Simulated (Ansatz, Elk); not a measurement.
**ZnFe2As2: X-ray structure factors from the self-consistent density**

The structure of ZnFe2As2 used here is made up (a known structure type with other elements) and was relaxed beforehand with PBEsol. The aim is the Fourier transform of its all-electron density, F(hkl), set beside the sum over free spherical atoms that refinements use.

Calculated with Elk 11.2.3 (patched build); DFT, PBE, all-electron APW+lo, Dirac cores, scalar-relativistic bands, static density, no spin.

The structure was built from a prototype and need not be the compound's stable phase.

## Step 1: The starting structure

The structure is tetragonal, space group I4/mmm (No. 139). The conventional cell has a = 3.966 Å, b = 3.966 Å, c = 9.179 Å, α = 90.00°, β = 90.00°, γ = 90.00°. Nearest to As lie 4 Fe at 2.27 Å and 1 As at 2.39 Å and 4 Zn at 3.05 Å. Nearest to Zn lie 8 Fe at 3.03 Å and 8 As at 3.05 Å. Fe has 4 As at 2.27 Å and 4 Fe at 2.80 Å and 4 Zn at 3.03 Å nearest. Farther neighbours are not listed.

## Step 2: Ground state and structure factors

An all-electron density is needed, since X-rays see the cores too. Task 0 finds the density and task 195 Fourier-transforms it; tshift is off so that phases refer to the origin typed.

elk.in reads:

```
tasks
  0
  195

xctype
  20

spinpol
  .false.

rgkmax
  7.0

gmaxvr
  14.0

lmaxo
  7

lmaxapw
  8

swidth
  0.002

tshift
  .false.

ramdisk
  .false.

hmaxvr
  5.5

maxscl
  120

epspot
  1e-06

sppath
  './'

avec
  -3.74769903511 3.74769903511 8.67327620153
  3.74769903511 -3.74769903511 8.67327620153
  3.74769903511 3.74769903511 -8.67327620153

atoms
  3
  'As.in'
  2
  0.6302644234 0.6302644234 0.0000000000   0.000000 0.000000 0.000000
  0.3697355766 0.3697355766 0.0000000000   0.000000 0.000000 0.000000
  'Zn.in'
  1
  0.0000000000 0.0000000000 -0.0000000000   0.000000 0.000000 0.000000
  'Fe.in'
  2
  0.7500000000 0.2500000000 0.5000000000   0.000000 0.000000 0.000000
  0.2500000000 0.7500000000 0.5000000000   0.000000 0.000000 0.000000

ngridk
  8 8 8
```

Command:

```bash
$ OMP_NUM_THREADS=4 elk
```

Numbers of over 12 decimals in the logs are rounded to 6 here.

The program printed:

```text
┌─────────────────────────┐
│ Elk code version 11.2.3 │
└─────────────────────────┘

All units are atomic (Hartree, Bohr, etc.)

┌─────────────────────────────────────────────────┐
│ Ground-state run starting from atomic densities │
└─────────────────────────────────────────────────┘

Lattice vectors :
  -3.747699035       3.747699035       8.673276202
   3.747699035      -3.747699035       8.673276202
   3.747699035       3.747699035      -8.673276202

Reciprocal lattice vectors :
  0.2837067694E-16  0.8382723971      0.3622152207
  0.8382723971      0.2837067694E-16  0.3622152207
  0.8382723971      0.8382723971      0.1036519491E-16

Unit cell volume      :    487.2732629
Brillouin zone volume :   0.5090577143

Muffin-tin inner radius fraction :   0.1000000000E-01

Nuclei treated as point charges

Species : 1 (As)
 parameters loaded from : As.in
 name : arsenic
 nuclear charge    :   -33.00000000
 electronic charge :    33.00000000
 atomic mass :    136573.7220
 muffin-tin radius :    2.117380381
 number of radial points in muffin-tin :    993
 inner part over the whole radius :   0.9914031896E-02
 number on inner part of muffin-tin    :    700
 approximate nuclear radius :   0.7712558785E-04
 number of mesh points to nuclear radius :    344
 atomic positions (lattice), magnetic fields (Cartesian) :
  1 :  -0.36973558 -0.36973558  0.00000000    0.00000000  0.00000000  0.00000000
  2 :   0.36973558  0.36973558  0.00000000    0.00000000  0.00000000  0.00000000

Species : 2 (Zn)
 parameters loaded from : Zn.in
 name : zinc
 nuclear charge    :   -30.00000000
 electronic charge :    30.00000000
 atomic mass :    119233.3130
 muffin-tin radius :    2.400000000
 number of radial points in muffin-tin :    993
 inner part over the whole radius :   0.9843840322E-02
 number on inner part of muffin-tin    :    701
 approximate nuclear radius :   0.7484757725E-04
 number of mesh points to nuclear radius :    337
 atomic positions (lattice), magnetic fields (Cartesian) :
  1 :   0.00000000  0.00000000  0.00000000    0.00000000  0.00000000  0.00000000

Species : 3 (Fe)
 parameters loaded from : Fe.in
 name : iron
 nuclear charge    :   -26.00000000
 electronic charge :    26.00000000
 atomic mass :    101799.2075
 muffin-tin radius :    2.117380381
 number of radial points in muffin-tin :    993
 inner part over the whole radius :   0.9953326872E-02
 number on inner part of muffin-tin    :    698
 approximate nuclear radius :   0.7160107270E-04
 number of mesh points to nuclear radius :    334
 atomic positions (lattice), magnetic fields (Cartesian) :
  1 :  -0.25000000  0.25000000  0.50000000    0.00000000  0.00000000  0.00000000
  2 :   0.25000000 -0.25000000  0.50000000    0.00000000  0.00000000  0.00000000

Total number of atoms per unit cell :    5
Total muffin-tin volume :    216.9600773
 ratio of muffin-tin to unit cell volume :   0.4452534005

Spin treatment :
 spin-unpolarised

Number of Bravais lattice symmetries :   16
Number of crystal symmetries         :   16
Crystal has inversion symmetry
Real symmetric eigensolver will be used

k-point grid :      8     8     8
k-point offset :    0.000000000       0.000000000       0.000000000
k-point set is reduced with full crystal symmetry group
Total number of k-points :       59

Muffin-tin radius times maximum |G+k| :    7.000000000
 using average radius
Maximum |G+k| for APW functions       :    3.220012944
Maximum (1/2)|G+k|²                   :    5.184241679
Maximum |G| for potential and density :    14.00000000
Constant for pseudocharge density :    8
 order of it for each species :   15  15  15
 order of it for pair densities of each species (exact exchange by exxq0 0: 16) :    9  12   9
Radial integration step length :    1

G-vector grid sizes :     48    48    48
Number of G-vectors :    22619

Maximum angular momentum used for
 APW functions            :    8
 outer part of muffin-tin :    7
 inner part of muffin-tin :    2

Total nuclear charge    :   -148.0000000
[...]
correlation                 :     -7.175376
 electron entropic           :    -0.14166165910018E-02
 total energy                :     -8865.3243124778

Density of states at Fermi energy :    112.4109742
 (states/Hartree/unit cell)

Estimated indirect band gap :   0.7623601788E-03
 from k-point 53 to k-point 19
Estimated direct band gap   :   0.3164539329E-02
 at k-point 53

Charges :
 core                        :    68.00000000
 valence                     :    80.00000000
 interstitial                :    7.673900483
 muffin-tins (core leakage)
  species : 1 (As)
   atom 1                    :    30.62560008     (  0.8306188288E-03)
[...]
species : 2 (Zn)
[...]
species : 3 (Fe)
[...]
total in muffin-tins        :    140.3260995
 total calculated charge     :    147.9980432
 total charge                :    148.0000000
 error                       :   0.1956765367E-02

RMS change in Kohn-Sham potential (target) :   0.5135825260     (  0.1000000000E-05)
Absolute change in total energy (target)   :   0.9615499554     (  0.1000000000E-03)

[... loops 3 to 16 left out ...]

┌──────────────────┐
│ Loop number : 17 │
└──────────────────┘

Energies :
 Fermi                       :     0.325077
 sum of occupied eigenvalues :     -5101.1651188266
 electron kinetic            :      9033.3933559450
 core electron kinetic       :      8175.3036268287
 Coulomb                     :     -17545.766642607
 Coulomb potential           :     -13677.626956820
 nuclear-nuclear             :     -1337.4255957256
 electron-nuclear            :     -18777.346641455
 Hartree                     :      2569.0055945731
 Madelung                    :     -10706.953164197
 xc potential                :     -456.93151795163
 exchange                    :     -344.31849178258
 correlation                 :     -7.171639
 electron entropic           :    -0.10394030914701E-02
 total energy                :     -8863.8644567732

Density of states at Fermi energy :    76.48911265
 (states/Hartree/unit cell)

Estimated indirect band gap :   0.2137350538E-02
 from k-point 34 to k-point 46
Estimated direct band gap   :   0.4086760502E-02
 at k-point 29

Charges :
 core                        :    68.00000000
 valence                     :    80.00000000
 interstitial                :    8.372888743
 muffin-tins (core leakage)
  species : 1 (As)
[...]
species : 2 (Zn)
[...]
species : 3 (Fe)
[...]
total in muffin-tins        :    139.6271113
 total calculated charge     :    147.9980509
 total charge                :    148.0000000
 error                       :   0.1949094083E-02

RMS change in Kohn-Sham potential (target) :   0.2145184755E-06 (  0.1000000000E-05)
Absolute change in total energy (target)   :   0.7188988457E-04 (  0.1000000000E-03)

Convergence targets achieved

┌──────────────────┐
│ Loop number : 18 │
└──────────────────┘

Energies :
 Fermi                       :     0.325077
 sum of occupied eigenvalues :     -5101.1651207556
 electron kinetic            :      9033.3933487726
 core electron kinetic       :      8175.3036242240
 Coulomb                     :     -17545.766638111
 Coulomb potential           :     -13677.626958984
 nuclear-nuclear             :     -1337.4255957256
 electron-nuclear            :     -18777.346629998
 Hartree                     :      2569.0055876124
 Madelung                    :     -10706.953158619
 xc potential                :     -456.93151054383
 exchange                    :     -344.31849133347
 correlation                 :     -7.171639
 electron entropic           :    -0.10394036051269E-02
 total energy                :     -8863.8644590019

Density of states at Fermi energy :    76.48915901
 (states/Hartree/unit cell)

Estimated indirect band gap :   0.2137344548E-02
 from k-point 34 to k-point 46
Estimated direct band gap   :   0.4086751458E-02
 at k-point 29

Charges :
 core                        :    68.00000000
 valence                     :    80.00000000
 interstitial                :    8.372889036
 muffin-tins (core leakage)
  species : 1 (As)
[...]
species : 2 (Zn)
   atom 1                    :    28.71280016     (  0.7979870454E-04)
  species : 3 (Fe)
   atom 1                    :    24.59545231     ( -0.2186214125E-06)
   atom 2                    :    24.59545231     ( -0.2186214125E-06)
 total in muffin-tins        :    139.6271110
 total calculated charge     :    147.9980509
 total charge                :    148.0000000
 error                       :   0.1949093996E-02

┌──────────────────────────────┐
│ Self-consistent loop stopped │
└──────────────────────────────┘

Warning : core states of species 1 leak from the muffin-tin :   0.8076612388E-03

Wrote STATE.OUT
```

It took 58 s on 4 threads of Arm Neoverse V2, shared host; peak memory 0.24 GiB.

SFACRHO.OUT:

```text

h k l indices transformed by vhmat matrix:
   1.000000000       0.000000000       0.000000000    
   0.000000000       1.000000000       0.000000000    
   0.000000000       0.000000000       1.000000000    

      h      k      l  multipl.   |H|            Re(F)            Im(F)           |F|

      0      0      0      1   0.0000000       148.00000      0.58018261E-16   148.00000    
     -1     -1      1      2  0.72443044      -23.829301     -0.13850387E-13   23.829301    
      1      0      0      8  0.91318151      -13.054461      -0.0000000       13.054461    
      0      0      1      4   1.1854962       37.343814      0.47790976E-14   37.343814    
     -1     -2      2      8   1.3724064       64.139683      -0.0000000       64.139683    
      1      1      0      8   1.3893166       59.866728     -0.10181181E-13   59.866728    
     -2     -2      2      2   1.4488609       11.491251      0.24404018E-13   11.491251    
     -1      1     -1      4   1.6765448       107.11947      0.52891350E-14   107.11947    
      0      2     -2      8   1.8263630      -16.402205     -0.79767779E-15   16.402205    
      1      3     -2      8   1.8720574      -59.194896     -0.83914750E-14   59.194896    
      1      0     -2     16   1.9091105      -10.485243      -0.0000000       10.485243    
      2      3     -2      8   1.9956696       46.740027      -0.0000000       46.740027    
      2      1     -3     16   2.1666338       53.371151      -0.0000000       53.371151    
      3      3     -3      2   2.1732913      -3.0285762     -0.11732179E-13   3.0285762    
      1      3     -3      8   2.2158520       7.9576484      0.11513388E-13   7.9576484    
      0      0     -2      4   2.3709924       90.516445      0.74459775E-14   90.516445    
      4      2     -3      8   2.4756002       55.363596     -0.22438675E-14   55.363596    
     -3      1      1      8   2.4791943      -13.436893      0.10033873E-13   13.436893
```

Elk indexes on the primitive cell of elk.in and gives |H| = 4π sin θ/λ in inverse bohr. Below, one row stands for each form hkl of the conventional cell (m members, Friedel mates merged), F is for one primitive cell and the density is static (no thermal factor). Free-atom factors are Waasmaier and Kirfel's, and R is Σm||F|−|F'||/Σm|F|.

```
hkl   m  sin θ/λ (Å⁻¹)  abs F, DFT  neutral atoms   diff.
002   2          0.109      23.829         23.056  +0.773
101   8          0.137      13.055         12.851  +0.203
110   4          0.178      37.344         37.650  -0.306
103   8          0.206      64.140         64.246  -0.106
112   8          0.209      59.867         60.020  -0.154
004   2          0.218      11.491         11.868  -0.376
200   4          0.252     107.120        107.629  -0.509
202   8          0.275      16.402         16.603  -0.201
114   8          0.281      59.195         59.547  -0.352
211  16          0.287      10.485         10.463  +0.022
105   8          0.300      46.740         47.145  -0.405
213  16          0.326      53.371         53.771  -0.400
006   2          0.327       3.029          3.389  -0.360
204   8          0.333       7.958          8.013  -0.056
220   4          0.356      90.516         90.869  -0.353
116   8          0.372      55.364         55.573  -0.210
222   8          0.373      13.437         13.591  -0.154
301   8          0.382       9.722          9.678  +0.044
```

## Step 3: The highest occupied states alone

An energy window below the Fermi level keeps the highest occupied states, to see at which angles they scatter; shallow core shells can lie inside it and anion s states outside. No new self-consistency is needed.

Changes to elk.in since step 2:

```diff
@@ -1,3 +1,2 @@
 tasks
-  0
   195
@@ -40,2 +39,5 @@
 
+wsfac
+  -0.042420 0.625080
+
 sppath
```

Command:

```bash
$ OMP_NUM_THREADS=4 elk
```

The program printed:

```text
┌─────────────────────────────────┐
│ Elk code version 11.2.3 started │
└─────────────────────────────────┘

Info(readinput): the functional depends on the density's gradient
 muffin-tin radial points multiplied by    2.00000
 (not where nrmtscf is given)

┌────────────────────┐
│ Current task : 195 │
└────────────────────┘
Info(checkmt): changed muffin-tin radius of species 1 (As) from   2.4000 to   2.1174
Info(checkmt): changed muffin-tin radius of species 3 (Fe) from   2.4000 to   2.1174

Info(sfacrho): density structure factors written to SFACRHO.OUT

 Energy window :  -0.4242000000E-01  0.6250800000

┌──────────────────┐
│ Elk code stopped │
└──────────────────┘
```

Elapsed: 8.9 s, on 4 threads; peak memory 0.24 GiB.

States within 10 eV below the Fermi level hold 34.00 electrons; any levels below the window count with the cores. Their amplitudes can exceed the total, where window and core parts have opposite phase:

```
hkl  sin θ/λ (Å⁻¹)  abs F, window  abs F, all
002          0.109          2.556      23.829
101          0.137          7.343      13.055
110          0.178          0.363      37.344
103          0.206          7.897      64.140
112          0.209         14.930      59.867
004          0.218         13.498      11.491
200          0.252         12.541     107.120
202          0.275          0.522      16.402
114          0.281          0.613      59.195
211          0.287          5.746      10.485
```

## Step 4: Another functional

The difference from free atoms is small, so it is set against the change that LDA (Perdew-Wang) makes.

Changes to elk.in since step 3:

```diff
@@ -1,2 +1,3 @@
 tasks
+  0
   195
@@ -4,3 +5,3 @@
 xctype
-  20
+  3
 
@@ -39,5 +40,2 @@
 
-wsfac
-  -0.042420 0.625080
-
 sppath
```

Command:

```bash
$ OMP_NUM_THREADS=4 elk
```

The program printed:

```text
┌─────────────────────────┐
│ Elk code version 11.2.3 │
└─────────────────────────┘

All units are atomic (Hartree, Bohr, etc.)

┌─────────────────────────────────────────────────┐
│ Ground-state run starting from atomic densities │
└─────────────────────────────────────────────────┘

Lattice vectors :
  -3.747699035       3.747699035       8.673276202
   3.747699035      -3.747699035       8.673276202
   3.747699035       3.747699035      -8.673276202

Reciprocal lattice vectors :
  0.2837067694E-16  0.8382723971      0.3622152207
[...]
species : 1 (As)
[...]
species : 2 (Zn)
[...]
species : 3 (Fe)
   atom 1                    :    24.60810169     ( -0.3499280487E-05)
   atom 2                    :    24.60810169     ( -0.3499280487E-05)
 total in muffin-tins        :    139.7120426
 total calculated charge     :    147.9980290
 total charge                :    148.0000000
 error                       :   0.1970983875E-02

┌──────────────────────────────┐
│ Self-consistent loop stopped │
└──────────────────────────────┘

Warning : core states of species 1 leak from the muffin-tin :   0.8250351350E-03

Wrote STATE.OUT
[key lines of the parts left out:]
total energy                :     -8850.7140231276
```

Wall time 35 s (4 threads); peak memory 0.24 GiB.

Against the first run R = 0.06 %; the largest change is -0.069 at 220.

## Step 5: A coarser k-mesh

About half the k-points along each axis test the sampling.

Changes to elk.in since step 4:

```diff
@@ -5,3 +5,3 @@
 xctype
-  3
+  20
 
@@ -63,2 +63,2 @@
 ngridk
-  8 8 8
+  4 4 4
```

Command:

```bash
$ OMP_NUM_THREADS=4 elk
```

The program printed:

```text
┌─────────────────────────┐
│ Elk code version 11.2.3 │
└─────────────────────────┘

All units are atomic (Hartree, Bohr, etc.)

┌─────────────────────────────────────────────────┐
│ Ground-state run starting from atomic densities │
└─────────────────────────────────────────────────┘

Lattice vectors :
  -3.747699035       3.747699035       8.673276202
   3.747699035      -3.747699035       8.673276202
   3.747699035       3.747699035      -8.673276202

Reciprocal lattice vectors :
  0.2837067694E-16  0.8382723971      0.3622152207
[...]
species : 1 (As)
[...]
species : 2 (Zn)
[...]
species : 3 (Fe)
   atom 1                    :    24.59547094     ( -0.2186211017E-06)
   atom 2                    :    24.59547094     ( -0.2186211017E-06)
 total in muffin-tins        :    139.6241576
 total calculated charge     :    147.9980041
 total charge                :    148.0000000
 error                       :   0.1995880934E-02

┌──────────────────────────────┐
│ Self-consistent loop stopped │
└──────────────────────────────┘

Warning : core states of species 1 leak from the muffin-tin :   0.8074619725E-03

Wrote STATE.OUT
[key lines of the parts left out:]
total energy                :     -8863.8640129936
```

The job ended after 24 s (4 threads; peak memory 0.24 GiB).

Against the first run R = 0.01 %; the largest change is -0.016 at 006.

## Step 6: Settings against the effect

```
              run  R against the first run (%)  R against neutral atoms, low angle (%)  wall time
    PBE, rgkmax 7                         0.00                                    0.56       58 s
LDA (Perdew-Wang)                         0.06                                    0.55       35 s
     k-mesh 4×4×4                         0.01                                    0.56       24 s
```

## Step 7: What came out

- R against neutral atoms, sin θ/λ < 0.3 Å⁻¹: 0.56 %
- R against neutral atoms, 0.3 to 0.83 Å⁻¹: 0.28 %

**Reading.** Independent neutral atoms miss the calculated amplitudes by R = 0.56 % below 0.3 Å⁻¹ and 0.28 % from there to 0.83 Å⁻¹; by shells, 2.09 % below 0.15 Å⁻¹ (2 forms), 0.46 % 0.15 to 0.3 (8 forms), 0.43 % 0.3 to 0.45 (16 forms), 0.25 % above 0.45 (103 forms). Bonding, aspherical density and the tables' own atoms all enter these figures, and the runs don't part them. The largest change of an amplitude is +0.77 electrons, at 002. The window's part falls from 34.0 electrons at the origin to at most 4.43 between 0.45 and 0.83 Å⁻¹, where compact states inside the window still scatter. Below 0.3 Å⁻¹ the changes that finished (LDA (Perdew-Wang) and k-mesh 4×4×4) move F by R = 0.03 % at most, against the 0.56 % that separates it from free atoms. The basis has no finished test. These runs have no spin, though d or f shells may be open. Part of the difference isn't bonding: the tables are fits to free atoms and ions calculated by other methods than this functional. Thermal motion, anomalous dispersion and extinction are left out.

[Logs are printed without paths, hosts, clocks, repeated set-up lines and the standing remarks that a program may print on its own settings, such as how far it seeks lower states.]

[Hosts, paths, dates, database ids (printed as entryN), source tags and the programs' standing remarks are cut or masked in the printed files.]
